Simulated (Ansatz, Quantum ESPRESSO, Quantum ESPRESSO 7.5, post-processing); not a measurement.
## Pd(111) with one reversed stacking step (an intrinsic fault): ballistic transmission

How well does the junction conduct in the ballistic limit? It is: Pd(111) with one reversed stacking step (an intrinsic fault).

Main program and level: Quantum ESPRESSO 7.5; plane-wave DFT, PBE, GBRV ultrasoft pseudopotentials (cross-check by Ansatz 0.2.0 with PAW datasets).

Report form: the programs' logs are mostly left out.

**1. The structure**

The cell holds 20 atoms: 20 Pd. Its edges and angles: a = 2.786 Å, b = 2.786 Å, c = 45.495 Å, α = 90.0°, β = 90.0°, γ = 60.0°. It derives from Pd. Regions: left lead, 9 atoms (9 Pd); channel, 2 atoms (2 Pd); right lead, 9 atoms (9 Pd). The structure is stacked along c, and the current runs across the ab planes.

**2. SCF with pw.x**

One periodic cell holds a stretch of lead, the junction and more lead; the atoms stay as built.

File scf.in:

```
&control
  prefix = 'scf'
  outdir = './out'
  pseudo_dir = './pseudo'
  calculation = 'scf'
  tprnfor = .true.
/
&system
  ibrav = 0
  nat = 20
  ntyp = 1
  ecutwfc = 40
  ecutrho = 200
  occupations = 'smearing'
  smearing = 'mv'
  degauss = 0.01
/
&electrons
  conv_thr = 1e-07
  mixing_beta = 0.25
  electron_maxstep = 120
  mixing_mode = 'local-TF'
/
ATOMIC_SPECIES
  Pd  106.4200  pd_pbe_v1.4.uspp.F.UPF
CELL_PARAMETERS angstrom
  2.78600071787500 0.00000000000000 0.00000000000000
  1.39300035893750 2.41274739664143 0.00000000000000
  0.00000000000000 0.00000000000000 45.49520121214251
ATOMIC_POSITIONS crystal
  Pd  0.000000000000 0.000000000000 0.000000000000
  Pd  0.333333333000 0.333333333000 0.050000000000
  Pd  0.666666667000 0.666666667000 0.100000000000
  Pd  0.000000000000 0.000000000000 0.150000000000
  Pd  0.333333333000 0.333333333000 0.200000000000
  Pd  0.666666667000 0.666666667000 0.250000000000
  Pd  0.000000000000 0.000000000000 0.300000000000
  Pd  0.333333333000 0.333333333000 0.350000000000
  Pd  0.666666667000 0.666666667000 0.400000000000
  Pd  0.333333333000 0.333333333000 0.450000000000
  Pd  0.666666667000 0.666666667000 0.500000000000
  Pd  0.000000000000 0.000000000000 0.550000000000
  Pd  0.333333333000 0.333333333000 0.600000000000
  Pd  0.666666667000 0.666666667000 0.650000000000
  Pd  0.000000000000 0.000000000000 0.700000000000
  Pd  0.333333333000 0.333333333000 0.750000000000
  Pd  0.666666667000 0.666666667000 0.800000000000
  Pd  0.000000000000 0.000000000000 0.850000000000
  Pd  0.333333333000 0.333333333000 0.900000000000
  Pd  0.666666667000 0.666666667000 0.950000000000
K_POINTS automatic
  10 10 1 0 0 0
```

Started as:

```console
$ OMP_NUM_THREADS=1 mpirun -n 4 pw.x -nk 4 -in scf.in > scf.out
```

Elapsed: 4.9 min, on 4 MPI ranks of Arm Neoverse V2, shared host; peak memory 1.6 GiB.

Numbers from this step:

| Quantity | Value |
| --- | --- |
| free energy | -54069.7235 eV |
| Fermi energy | 17.84 eV |

The program's own clock; routines nest. Time by routine:

| routine | wall time (s) | calls |
| --- | --- | --- |
| PWSCF | 290.7 | 1 |
| electrons | 278.6 | 1 |
| c_bands | 248.8 | 13 |
| cegterg | 236.6 | 52 |
| h_psi | 117.7 | 196 |
| fftw | 74.21 | 58632 |
| vloc_psi | 68.23 | 196 |
| calbec | 37.01 | 264 |
| sum_band | 26.46 | 13 |
| add_vuspsi | 24.33 | 196 |
| s_psi | 24.32 | 196 |
| h_psi:calbec | 24.14 | 196 |
| cdiaghg | 10.24 | 192 |
| init_run | 8.37 | 1 |

The run needed 13 iterations to bring the estimated error under 1e-07 Ry; the largest force on any atom, held or free, is 0.08 eV/Å.

**3. Transmission with pwcond.x**

prefixt takes both regions from one run: the lead from 0 to bdl, the scattering region from bdl to bds (units of alat). ikind = 1 puts the same lead on both sides. The program's T_tot counts both spins in a run without spin; the tables below give T per spin.

File cond.in:

```
&inputcond
  outdir = './out'
  prefixt = 'scf'
  tran_file = 'cond.dat'
  bdl = 2.4494897421
  bds = 16.3299316178
  ikind = 1
  ewind = 4.0
  epsproj = 1e-05
  nz1 = 7
  energy0 = 0.4
  denergy = -0.4
/
14
  0.00000000 0.00000000 0.01000000
  0.00000000 0.10000000 0.06000000
  0.00000000 0.20000000 0.06000000
  0.00000000 0.30000000 0.06000000
  0.00000000 0.40000000 0.06000000
  0.00000000 0.50000000 0.03000000
  0.10000000 0.20000000 0.06000000
  0.10000000 0.30000000 0.12000000
  0.10000000 0.40000000 0.12000000
  0.10000000 0.50000000 0.12000000
  0.20000000 0.40000000 0.06000000
  0.20000000 0.50000000 0.12000000
  0.20000000 0.60000000 0.06000000
  0.30000000 0.60000000 0.06000000
3
```

Started as:

```console
$ OMP_NUM_THREADS=1 mpirun -n 4 pwcond.x -in cond.in > cond.out
```

Run time: 57 s. Hardware: 4 MPI ranks; peak memory 0.28 GiB.

The run finished, but its numbers are not taken as the system's. The fault: channel counts that differ from the second code's on over 12 % of the mesh's weight.

**4. The open system**

cond.w.in is the input of step 3 with these lines changed:

```diff
@@ -3,3 +3,3 @@
   prefixt = 'scf'
-  tran_file = 'cond.dat'
+  tran_file = 'cond.w.dat'
   bdl = 2.4494897421
@@ -9,3 +9,3 @@
   epsproj = 1e-05
-  nz1 = 7
+  nz1 = 1
   energy0 = 0.4
```

Started as:

```console
$ OMP_NUM_THREADS=1 mpirun -n 4 pwcond.x -in cond.w.in > cond.w.out
```

It took 45 s on 4 MPI ranks; peak memory 0.27 GiB.

The run finished, but its numbers are not taken as the system's. The fault: channel counts that the second code doesn't bear out, a failure of the reduced basis or of the integration along z.

**5. Transmission with pwcond.x, with nenergy = 0**

One more run, with a changed input.

cond.bad.in is the input of step 3 with these lines changed:

```diff
@@ -3,3 +3,3 @@
   prefixt = 'scf'
-  tran_file = 'cond.dat'
+  tran_file = 'cond.bad.dat'
   bdl = 2.4494897421
@@ -28,2 +28,2 @@
   0.30000000 0.60000000 0.06000000
-3
+0
```

Started as:

```console
$ OMP_NUM_THREADS=1 mpirun -n 4 pwcond.x -in cond.bad.in > cond.bad.out
```

Run time: 3.9 s. Hardware: 4 MPI ranks; peak memory 0.27 GiB; 15 s of CPU time.

The run finished, but its numbers are not taken as the system's. The fault: no energies.

**6. The same in Ansatz**

As a check, the same structure is run in Ansatz.

Level of this step: plane-wave DFT, PBE, Ansatz PAW (Ansatz 0.2.0).

File input.yaml:

```yaml
crystal:
  lattice:
    - [2.7860007179, 0.0, 0.0]
    - [1.3930003589, 2.4127473966, 0.0]
    - [0.0, 0.0, 45.4952012121]
  atoms:
    - { symbol: Pd, position: [0.0, 0.0, 0.0] }
    - { symbol: Pd, position: [0.333333333, 0.333333333, 0.05] }
    - { symbol: Pd, position: [0.666666667, 0.666666667, 0.1] }
    - { symbol: Pd, position: [0.0, 0.0, 0.15] }
    - { symbol: Pd, position: [0.333333333, 0.333333333, 0.2] }
    - { symbol: Pd, position: [0.666666667, 0.666666667, 0.25] }
    - { symbol: Pd, position: [0.0, 0.0, 0.3] }
    - { symbol: Pd, position: [0.333333333, 0.333333333, 0.35] }
    - { symbol: Pd, position: [0.666666667, 0.666666667, 0.4] }
    - { symbol: Pd, position: [0.333333333, 0.333333333, 0.45] }
    - { symbol: Pd, position: [0.666666667, 0.666666667, 0.5] }
    - { symbol: Pd, position: [0.0, 0.0, 0.55] }
    - { symbol: Pd, position: [0.333333333, 0.333333333, 0.6] }
    - { symbol: Pd, position: [0.666666667, 0.666666667, 0.65] }
    - { symbol: Pd, position: [0.0, 0.0, 0.7] }
    - { symbol: Pd, position: [0.333333333, 0.333333333, 0.75] }
    - { symbol: Pd, position: [0.666666667, 0.666666667, 0.8] }
    - { symbol: Pd, position: [0.0, 0.0, 0.85] }
    - { symbol: Pd, position: [0.333333333, 0.333333333, 0.9] }
    - { symbol: Pd, position: [0.666666667, 0.666666667, 0.95] }
kpoints:
  mp_grid: { grid: [10, 10, 1] }
hamiltonian:
  xc: pbe
scf:
  occupations: { method: fermi_dirac, width: 0.1 }
  convergence: { dr2_threshold: 1.0e-08 }
output:
  transmission: { leads: [[0, 3]], e_range: [-0.4, 0.4], de: 0.4, kmesh: [10, 10] }
  write_potential: true
  write_density: true
  volumetric_format: npy
  elf: true
```

Started as:

```console
$ ansatz run input.yaml --threads 4 --pin off --max-ram 8192MiB --backend cpu --events-out ev --progress --plain --runs-dir out
```

Wall time 20 s (4 threads); peak memory 1.7 GiB; 76 s of CPU time.

Numbers from this step:

- free energy: -139457.7088 eV
- energy at zero smearing: -139457.0844 eV
- smearing term TS: 1.249 eV
- Fermi energy: 18.92 eV
- symmetry operations: 12
- transmission at the Fermi level, one spin: 0.7415
- lead channels at the Fermi level, one spin: 1.27
- step of the lead's Hamiltonian over a period: 0.8 meV

Per spin; mean over the k mesh across the current. Transmission, zone mean against energy, zero at the Fermi level:

| energy (eV) | transmission, zone mean |
| --- | --- |
| -0.400 | 1.44 |
| 0.000 | 0.741 |
| 0.400 | 0.436 |

Per spin; mean over the k mesh across the current. Table of open channels, zone mean by energy, zero at the Fermi level:

| energy (eV) | open channels, zone mean |
| --- | --- |
| -0.400 | 1.86 |
| 0.000 | 1.27 |
| 0.400 | 0.55 |

ELF in the ca plane at fractional y = 0.333, with atoms of Pd within 0.2 Å of it. It is the smooth field of the valence electrons, not physical close to the nuclei.

Ten even steps from '0' (0.15) to '9' (0.52), each cell a mean:
```
00111000366410011100256521146630011100036631
00111100366410011100256521146630011110036631
01355310234210245410134310124310135521024420
12899821111111699941111100001111389972111100
14966941111112885971111000001111596694111100
14966941111112885971111000001111596694111100
13899821111111699941111100011111389982111100
01366310133200256410123210123310136631013320
```
Columns run along c (16.0 Å, from fractional 0.32 to 0.68 of the cell), rows up along a (2.8 Å). Atoms in or near the plane, at fractional coordinates: Pd at (0.35, 0.33), Pd at (0.45, 0.33), Pd at (0.60, 0.33).

Electrostatic potential energy in the ca plane at fractional y = 0.333, with atoms of Pd within 0.2 Å of it. With pseudopotentials it is smooth inside the atoms' cores, unlike the true potential.

Ten even steps from '0' (-44 eV) to '9' (22 eV), each cell a mean:
```
99999999866799999999976789976689999999986679
99999999866799999999976789976689999999986679
99877899977899876799987899987899987789997789
98523589999999632479999999999999852358999999
97200379999998400159999999999999720037999999
97200379999998400159999999999999720037999999
98522589999999632379999999999999842258999999
99866899988899876799988899987899986689998889
```
Columns run along c (16.0 Å, from fractional 0.32 to 0.68 of the cell; values clipped at the 3rd and 97th percentile), rows up along a (2.8 Å). Atoms in or near the plane, at fractional coordinates: Pd at (0.35, 0.33), Pd at (0.45, 0.33), Pd at (0.60, 0.33).

**7. All levels side by side**

All levels:

| step | T at the Fermi level (per spin) | conductance (G0) | r.m.s. T(E) from the first | CPU time of the step (s) | peak memory (GiB) |
| --- | --- | --- | --- | --- | --- |
| Ansatz | 0.7415 | - | 0 | 75.83 | 1.719 |
| pwcond | 0.8641 | 0.8641 | 0.08041 | 226.3 | 0.28 |
| pwcond, changed setting | 1.488 | 1.488 | 0.6888 | 179.4 | 0.27 |

Per spin; mean over the k mesh across the current. Table of transmission, zone mean by energy, zero at the Fermi level:

| energy (eV) | Ansatz | pwcond | pwcond, changed setting |
| --- | --- | --- | --- |
| -0.400 | 1.44 | 1.37 | 1.31 |
| 0.000 | 0.741 | 0.864 | 1.49 |
| 0.400 | 0.436 | 0.419 | 1.36 |

**8. Summary of results**

```json
{
 "conductance by pwcond, in doubt": "0.864 G₀",
 "conductance by Ansatz": "0.741 G₀"
}
```

pwcond (PBE, GBRV ultrasoft) gives 0.864 G₀ and Ansatz (PAW) 0.741 G₀ a cell at the Fermi level; the pwcond value is in doubt, since it shows channel counts that differ from the second code's on over 12 % of the mesh's weight. No independent third code was run. The geometry is as built, not relaxed, and the leads are short.

[Logs are printed without paths, hosts, clocks, repeated set-up lines and the standing remarks that a program may print on its own settings, such as how far it seeks lower states.]

[Hosts, paths, dates, database ids (printed as entryN), source tags and the programs' standing remarks are cut or masked in the printed files.]

[Maps of the electrostatic potential energy from Ansatz leave out the sawtooth potential of an applied field or a dipole correction, so their vacuum need not be flat; planar profiles and work functions include it.]
